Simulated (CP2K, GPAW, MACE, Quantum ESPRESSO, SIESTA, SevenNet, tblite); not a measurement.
## Generalised stacking fault on (111) (glide set) of a Ge-Sn solid solution (48 atoms): one structure in several programs

Wanted: errors and costs of other methods on generalised stacking fault on (111) (glide set) of a Ge-Sn solid solution (48 atoms). A plane-wave run serves as the reference.

Program: Quantum ESPRESSO 7.5. Level of theory: Kohn-Sham DFT, PBE, SSSP efficiency 1.3.0 pseudopotentials, plane waves. Results are calculated unless marked as measured.

**1. The starting structure**

The cell holds 48 atoms: 34 Ge and 14 Sn. Its edges and angles: a = 8.334 Å, b = 7.218 Å, c = 20.518 Å, α = 90.0°, β = 89.0°, γ = 90.0°. Diamond-structure Ge lattice (a = 5.8932 Å, the value set for the mixture), cell with z along [111], 2 x 1 x 2 periods; the third cell vector is tilted by 0.083 of 1/2[1-10] and lengthened by 0.1 Å, so the cell holds one fault (glide set); displaced by a Gaussian of 0.01 Å; 14 of 48 Ge sites given to Sn at random (lattice constant by Vegard's rule between Ge and Sn). Then every atom was moved at random, 0.03 Å r.m.s. a Cartesian component. The structure's axis is c.

**2. The reference run**

Contents of pw.in:

```
&control
  calculation = 'scf'
  pseudo_dir = './pseudo'
  outdir = './tmp'
  disk_io = 'none'
  tprnfor = .true.
  tstress = .true.
/
&system
  ibrav = 0
  nat = 48
  ntyp = 2
  ecutwfc = 45
  ecutrho = 360
  nosym = .true.
  occupations = 'smearing'
  smearing = 'fd'
  degauss = 0.003675
/
&electrons
  conv_thr = 2.4e-07
  electron_maxstep = 100
  mixing_beta = 0.2
  mixing_mode = 'local-TF'
  diagonalization = 'david'
/
ATOMIC_SPECIES
Ge 72.630 Ge.upf
Sn 118.710 Sn.upf
CELL_PARAMETERS angstrom
8.33424 0.00000 0.00000
0.00000 7.21767 0.00000
0.34729 0.00000 20.51464
ATOMIC_POSITIONS crystal
Ge 0.74989 0.49328 0.02279
Sn 0.74158 0.49021 0.14650
Sn 0.73999 0.83068 0.18566
Ge 0.73276 0.83620 0.30899
Sn 0.25531 0.49226 0.01935
Ge 0.24120 0.49682 0.14490
Ge 0.24259 0.83168 0.18562
Ge 0.23757 0.83399 0.31193
Ge 0.49895 0.00761 0.01735
Ge 0.49702 0.99636 0.14539
Sn 0.49190 0.32896 0.18574
Ge 0.47839 0.33100 0.31441
[... 32 atom lines left out ...]
Sn 0.95738 0.66591 0.84929
Ge 0.95469 0.66599 0.97692
Ge 0.20949 0.17119 0.85269
Ge 0.20626 0.16925 0.97468
K_POINTS gamma
```

Launch:

```sh
> OMP_NUM_THREADS=1 mpirun -np 4 pw.x -in pw.in > output.txt
```

The log of the run:

```text
Program PWSCF
     gamma-point specific algorithms are used
     one sub-group per band group will be used
     scalapack distributed-memory algorithm (size of sub-group:  2*  2 procs)
     Parallelization info
     sticks:   dense  smooth     PW     G-vecs:    dense   smooth      PW
     Min        1537     772    192               240134    84928   10620
     Max        1540     773    194               240152    84935   10626
     Sum        6153    3089    773               960555   339731   42495
     bravais-lattice index     =            0
     lattice parameter (alat)  =      15.7494  a.u.
     unit-cell volume          =    8327.6704 (a.u.)^3
     number of atoms/cell      =           48
     number of atomic types    =            2
     number of electrons       =       672.00
[... lines left out ...]
     scf convergence threshold =      2.4E-07
[... lines left out ...]
     number of k points=     1  Fermi-Dirac smearing, width (Ry)=  0.0037
[... lines left out ...]
     total energy              =   -9561.51530630 Ry
[... lines left out ...]
     total energy              =   -9524.29554184 Ry
[... lines left out ...]
     total energy              =   -9546.73760678 Ry
[... lines left out ...]
     total energy              =   -9547.73579916 Ry
[... lines left out ...]
     total energy              =   -9547.73579970 Ry
[... lines left out ...]
          k = 0.0000 0.0000 0.0000 ( 21248 PWs)   bands (ev):
   -16.6659 -16.6558 -16.5941 -16.5794 -16.5688 -16.5630 -16.5424 -16.5358
   -16.5295 -16.5247 -16.5234 -16.5185 -16.5036 -16.4982 -16.4917 -16.4865
   -16.4813 -16.4724 -16.4701 -16.4670 -16.4558 -16.4319 -16.4287 -16.4187
[...]
12.3010  12.3611  12.3945  12.4618  12.4842  12.5192  12.6180  12.6744
    12.7776  12.7987  12.8364  12.9047  12.9618  12.9654  13.0014  13.0215
    13.0753  13.1122  13.1938
     the Fermi energy is     8.4412 ev
!    total energy              =   -9547.73580003 Ry
     estimated scf accuracy    <       0.00000012 Ry
     smearing contrib. (-TS)   =      -0.02161676 Ry
     internal energy E=F+TS    =   -9547.71418328 Ry
     The total energy is F=E-TS. E is the sum of the following terms:
     one-electron contribution =   -5869.40066710 Ry
     hartree contribution      =    3503.84260193 Ry
     xc contribution           =   -2649.49729604 Ry
     ewald contribution        =   -4532.65882206 Ry
     convergence has been achieved in  16 iterations
     Forces acting on atoms (cartesian axes, Ry/au):
     atom    1 type  1   force =    -0.05934539   -0.00091711    0.00157988
     atom    2 type  2   force =     0.04755782    0.01535489   -0.05901141
     atom    3 type  2   force =    -0.04293537    0.00125237    0.04688900
[...]
atom   47 type  1   force =     0.01853648   -0.01156808   -0.00832264
     atom   48 type  1   force =     0.06427439   -0.00582128   -0.05022669
     Total force =     0.559562     Total SCF correction =     0.001914
     Computing stress (Cartesian axis) and pressure
          total   stress  (Ry/bohr**3)                   (kbar)     P=       84.22
   0.00108267   0.00011933  -0.00007811          159.27       17.55      -11.49
   0.00011933   0.00022760  -0.00009613           17.55       33.48      -14.14
  -0.00007811  -0.00009613   0.00040730          -11.49      -14.14       59.92
     Message from routine punch:
     Nothing written, as per user request (disk_io='none')
```

Elapsed: 2.8 min, on 4 MPI ranks of Arm Neoverse V1, shared host; peak memory 3 GiB; 11 min of CPU time.

Banners, paths, timers and routine set-up lines are dropped from the logs unmarked, and long logs keep their key lines alone; longer cuts are marked.

Numbers from this run:

- r.m.s. force component: 1.199 eV/Å
- longest force: 4.97 eV/Å
- pressure: 8.422 GPa

**3. Local order**

Density 5.56 g/cm³, 25.71 Å³ an atom.

Pair distribution functions g(r), in bins of 0.1 Å:

```tsv
r (Å)	total	Ge-Ge	Ge-Sn	Sn-Sn
2.15	0.00	0.00	0.00	0.00
2.25	0.17	0.33	0.00	0.00
2.35	0.47	0.31	0.76	0.00
2.45	1.95	1.94	1.70	3.27
2.55	7.72	7.54	7.93	7.74
2.65	1.73	1.48	2.40	0.00
2.75	0.12	0.23	0.00	0.00
2.85	0.10	0.21	0.00	0.00
2.95	0.30	0.19	0.48	0.00
3.05	0.00	0.00	0.00	0.00
3.15	0.00	0.00	0.00	0.00
3.25	0.00	0.00	0.00	0.00
3.35	0.00	0.00	0.00	0.00
3.45	0.00	0.00	0.00	0.00
3.55	0.00	0.00	0.00	0.00
3.65	0.00	0.00	0.00	0.00
3.75	0.00	0.00	0.00	0.00
3.85	0.00	0.00	0.00	0.00
3.95	0.00	0.00	0.00	0.00
4.05	1.19	1.54	1.00	0.00
4.15	8.91	7.79	10.40	8.12
4.25	3.62	3.79	3.81	1.67
4.35	0.14	0.27	0.00	0.00
4.45	0.26	0.26	0.21	0.50
4.55	0.16	0.16	0.00	0.97
4.65	0.00	0.00	0.00	0.00
4.75	0.49	0.52	0.45	0.44
4.85	5.45	5.18	5.85	5.09
4.95	3.50	3.42	3.81	2.46
5.05	0.34	0.40	0.24	0.40
5.15	0.23	0.13	0.31	0.37
5.25	0.09	0.19	0.00	0.00
5.35	0.00	0.00	0.00	0.00
5.45	0.00	0.00	0.00	0.00
5.55	0.00	0.00	0.00	0.00
5.65	0.19	0.16	0.19	0.32
5.75	0.18	0.15	0.25	0.00
5.85	1.49	1.63	1.26	1.75
5.95	1.35	1.40	1.29	1.42
6.05	0.21	0.23	0.17	0.27
6.15	0.16	0.09	0.22	0.26
6.25	0.35	0.43	0.27	0.25
6.35	1.60	1.59	1.58	1.73
6.45	3.21	3.07	3.33	3.38
```

Bonds by pair of elements; cutoffs follow the first minimum of g(r), held within bounds set by covalent radii, and pairs that aren't listed don't count as bonded (cutoffs were set anew for this text, so counts can differ from the run's own analysis):

```tsv
pair A-B	cutoff (Å)	bonds	mean length (Å)	spread (Å)	shortest (Å)	B about A	A about B
Ge-Ge	2.88	46	2.55	0.085	2.30	2.71	2.71
Ge-Sn	3.03	42	2.56	0.11	2.31	1.24	3
Sn-Sn	2.84	7	2.54	0.04	2.49	1	1
```

How many atoms have how many bonded neighbours:

```tsv
element	mean	3	4
Ge	3.94	2	32
Sn	4	0	14
```

Rings of the network by King's shortest-path rule, up to 12 atoms, one path for each pair of neighbours; H, halogens, alkali and alkaline-earth atoms are left out, and the last column divides by all other atoms, bonded or not:

```tsv
ring size (atoms)	rings	per network atom
6	88	1.83
```

**4. The ladder**

The programs:
- CP2K 2026.2: Gaussian basis with GTH pseudopotentials and a plane-wave density; labels give functional, basis (MOLOPT sets; SR short-range, UZH the newer set with its own potentials), grid cutoff/relative cutoff and solver (OT: orbital transformation; TRS4, TC2, SIGN: linear-scaling purification with its sparsity filter), or its built-in tight binding.
- GPAW 26.7.0: PAW with atomic orbitals (LCAO), plane waves or a real-space grid of spacing h.
- MACE: machine-learned potential, published weights.
- Quantum ESPRESSO 7.5: plane waves; labels (QE) give functional, pseudopotential set and cutoffs of waves/density.
- SevenNet: machine-learned potential, published weights.
- tblite 0.8.0: extended tight binding, driven from Python.

All use the same cell and atoms; the electronic-structure runs use the same k-mesh, and an electronic temperature of 580 K (0.05 eV) where levels are smeared.

Differences are against the plane-wave reference, forces as r.m.s. over components; share is that over the reference's r.m.s. force, slope the least-squares factor from reference forces to these. Total energies of different programs have different zeros and aren't compared.

```tsv
run	Δ force, r.m.s. (meV/Å)	share (%)	slope	Δ pressure (GPa)	cores	CPU time	memory (GiB)
reference	-	-	-	-	4	11 min	3
CP2K LDA, DZVP-MOLOPT-SR, 350/50 Ry, diagonalisation	193	16.1	0.845	-5.66	2	2.5 min	1.7
CP2K PBE+D3(BJ), DZVP-MOLOPT-SR, 350/50 Ry, diagonalisation	95.4	7.96	0.933	-1.06	2	2.9 min	1.8
CP2K PBE, DZVP-MOLOPT (SR for Ge, Sn), 350/50 Ry, diagonalisation	70.3	5.86	0.953	0.583	2	2.9 min	1.7
CP2K PBE, DZVP-MOLOPT-SR, 244/50 Ry, diagonalisation (coarse)	70.3	5.86	0.953	0.583	2	2.7 min	1.2
CP2K PBE, DZVP-MOLOPT-SR, 350/30 Ry, diagonalisation (coarse)	70.3	5.87	0.953	0.583	2	2.5 min	1.7
CP2K PBE, DZVP-MOLOPT-SR, 350/50 Ry, diagonalisation	70.3	5.86	0.953	0.583	2	2.9 min	1.7
CP2K PBE, TZV2P-UZH, 350/50 Ry, diagonalisation	67.5	5.63	0.954	0.152	4	5.5 min	4.4
CP2K RPBE, PBE potentials, DZVP-MOLOPT-SR, 350/50 Ry, diagonalisation	74.4	6.21	0.957	0.883	2	2.9 min	1.7
GPAW LDA, LCAO dzp, h 0.2 Å	69.6	5.81	0.959	-	1	2.4 min	1.2
GPAW PBE, LCAO dzp, h 0.15 Å	73.2	6.11	1.045	-	1	6.3 min	2.7
GPAW PBE, LCAO dzp, h 0.2 Å	75.0	6.25	1.046	-	1	2.8 min	1.2
GPAW PBE, LCAO szp(dzp), h 0.2 Å (coarse)	169	14.1	1.117	-	1	2.2 min	1.1
GPAW PBE, grid h 0.18 Å	29.4	2.45	0.995	-	2	20 min	3.5
MACE MP-0b2 small potential	345	28.8	0.988	-4.06	1	7.3 s	0.67
MACE MP-0b3 medium potential	358	29.9	0.909	-3.35	1	7.6 s	0.71
QE PBE, gbrv-1.5, 40/200 Ry	7.31	0.610	0.995	0.0354	4	8.5 min	1.6
QE PBE, sssp-1.3.0-efficiency, 45/360 Ry, rmm-davidson	5.22	0.436	1.000	0.025	4	13 min	3.1
SevenNet l3i5 potential	408	34.0	1.046	-2.06	1	9.4 s	0.91
tblite GFN1-xTB	363	30.3	1.184	2.36	1	4.3 s	0.12
```

Rows marked coarse were listed beforehand as settings not expected to be converged; some can still land near the reference.

Times of the machine-learned potentials are mostly Python's start and the loading of weights.

CPU time is summed over cores on a shared host, where runs went side by side, so it is rough. Symmetry, cutoffs, thresholds, outputs and thread counts weren't matched or tuned between programs; memory under MPI is the largest rank's times the ranks.

Mean charges by element (e), by run and scheme:

```tsv
run	scheme	Ge	Sn
CP2K LDA, DZVP-MOLOPT-SR, 350/50 Ry, diagonalisation	Mulliken	-0.02	+0.05
CP2K LDA, DZVP-MOLOPT-SR, 350/50 Ry, diagonalisation	Hirshfeld	-0.02	+0.06
CP2K PBE+D3(BJ), DZVP-MOLOPT-SR, 350/50 Ry, diagonalisation	Mulliken	-0.03	+0.06
CP2K PBE+D3(BJ), DZVP-MOLOPT-SR, 350/50 Ry, diagonalisation	Hirshfeld	-0.03	+0.06
CP2K PBE, DZVP-MOLOPT (SR for Ge, Sn), 350/50 Ry, diagonalisation	Mulliken	-0.03	+0.06
CP2K PBE, DZVP-MOLOPT (SR for Ge, Sn), 350/50 Ry, diagonalisation	Hirshfeld	-0.03	+0.06
CP2K PBE, DZVP-MOLOPT-SR, 244/50 Ry, diagonalisation	Mulliken	-0.03	+0.06
CP2K PBE, DZVP-MOLOPT-SR, 244/50 Ry, diagonalisation	Hirshfeld	-0.03	+0.06
CP2K PBE, DZVP-MOLOPT-SR, 350/50 Ry, diagonalisation	Mulliken	-0.03	+0.06
CP2K PBE, DZVP-MOLOPT-SR, 350/50 Ry, diagonalisation	Hirshfeld	-0.03	+0.06
CP2K PBE, TZV2P-UZH, 350/50 Ry, diagonalisation	Mulliken	-0.08	+0.19
CP2K PBE, TZV2P-UZH, 350/50 Ry, diagonalisation	Hirshfeld	-0.03	+0.06
CP2K RPBE, PBE potentials, DZVP-MOLOPT-SR, 350/50 Ry, diagonalisation	Mulliken	-0.03	+0.06
CP2K RPBE, PBE potentials, DZVP-MOLOPT-SR, 350/50 Ry, diagonalisation	Hirshfeld	-0.03	+0.06
tblite GFN1-xTB	Mulliken	+0.01	-0.03
```

Within one program, basis, potentials and functional, energies share a zero. Each run against its twin at the usual cutoff or grid and solver:

```tsv
run	twin	Δ energy (meV/atom)	Δ force, r.m.s. (meV/Å)	CPU time over the twin's
CP2K PBE, DZVP-MOLOPT-SR, 244/50 Ry, diagonalisation	DZVP-MOLOPT-SR, 350/50 Ry, diagonalisation	0	0.032	0.94
CP2K PBE, DZVP-MOLOPT-SR, 350/30 Ry, diagonalisation	DZVP-MOLOPT-SR, 350/50 Ry, diagonalisation	-0.025	0.132	0.87
GPAW PBE, LCAO dzp, h 0.15 Å	LCAO dzp, h 0.2 Å	-11.9	12.6	2.2
QE PBE, sssp-1.3.0-efficiency, 45/360 Ry, rmm-davidson	sssp-1.3.0-efficiency, 45/360 Ry	0	5.22	1.2
```

**5. Outcome**

- reference r.m.s. force component: 1.20 eV/Å
- nearest in forces: QE PBE, sssp-1.3.0-efficiency, 45/360 Ry, rmm-davidson, 0.44 %
- farthest in forces: SevenNet l3i5 potential, 34 %
- cheapest electronic-structure run beside the reference: tblite GFN1-xTB, 4.3 s of CPU time

In words: PBE on plane waves or a grid with other potentials, cutoffs or grids, coarse settings apart, differs from the reference by 0.61 % (QE PBE, gbrv-1.5, 40/200 Ry) to 2.5 % (GPAW PBE, grid h 0.18 Å) of the r.m.s. force; this holds the reference's own error, so differences of a few per cent don't tell which side is nearer the exact PBE result. With the reference's own potentials and cutoffs, another solver or threshold moves forces by 0.44 % (QE PBE, sssp-1.3.0-efficiency, 45/360 Ry, rmm-davidson). The PBE runs in local orbitals, coarse settings apart, differ by 5.6 % (CP2K PBE, TZV2P-UZH, 350/50 Ry, diagonalisation) to 6.3 % (GPAW PBE, LCAO dzp, h 0.2 Å); basis, grid and potentials can all enter. Tight binding differs by 30 % (tblite GFN1-xTB); it is another model, with fitted parameters of its own, and the xTB methods hold dispersion. Machine-learned potentials differ by 29 % (MACE MP-0b2 small potential) to 34 % (SevenNet l3i5 potential); they were trained on other programs' data. Rows with another functional or a dispersion term differ by 5.8 % (GPAW LDA, LCAO dzp, h 0.2 Å) to 16 % (CP2K LDA, DZVP-MOLOPT-SR, 350/50 Ry, diagonalisation), which mixes the change of model with differences of basis and potentials, some of them made for another functional. Runs with settings chosen to be coarse differ by 5.9 % (CP2K PBE, DZVP-MOLOPT-SR, 244/50 Ry, diagonalisation) to 14 % (GPAW PBE, LCAO szp(dzp), h 0.2 Å), their programs' other errors included. Of the electronic-structure runs that take under half the reference's CPU time, CP2K PBE, TZV2P-UZH, 350/50 Ry, diagonalisation comes nearest, at 5.6 % in 5.5 min against 11 min. GPAW PBE, LCAO szp(dzp), h 0.2 Å stiffens the forces by a factor of 1.12 while following their directions (correlation 0.998); the slopes of the 5 GPAW runs lie between 0.96 and 1.12. Charges hang on model, scheme and program or settings: among these rows the mean for Sn runs from -0.03 to +0.19 e. In the reference: levels near the Fermi energy are neither full nor empty under the smearing, so no gap is quoted. In the reference: for some of the pairs, g(r) has its first main peak near 2.55 Å (Ge-Ge), 2.55 Å (Ge-Sn) and 2.52 Å (Sn-Sn). Periodic xTB results under one method name differ between programs and library versions. The potentials hold different valence shells: 672 electrons in the reference, 332 in GPAW and 192 in CP2K with DZVP-MOLOPT; this bears on time and differences. GPAW's setups keep the filled d shell of Ge in the core. The reference's pressure holds the uncorrected Pulay stress of its 45 Ry basis, so small pressure differences, and their order, may be the reference's own error. Machine-learned potentials mimic data converged in k, so the reference's own k-point error enters their differences. The reference's stress is far from hydrostatic: its diagonal is 15.9, 3.3, 6.0 GPa, compression counted positive. The host structure and its lattice constant were typed by rule, without a check against the phase diagram. The reference's pressure of 8.4 GPa belongs to a cell and atoms that aren't relaxed at this level. The electronic-structure runs sample only Γ, in a cell whose shortest periodic width is 7 Å, which is coarse for a cell with partly filled levels.

[Also dropped from logs without a mark: logging warnings of Python, and SIESTA's first energy breakdown and zero terms.]

[Logs are printed without paths, hosts, clocks, repeated set-up lines and the standing remarks that a program may print on its own settings, such as how far it seeks lower states.]

[Hosts, paths, dates, database ids (printed as entryN), source tags and the programs' standing remarks are cut or masked in the printed files.]
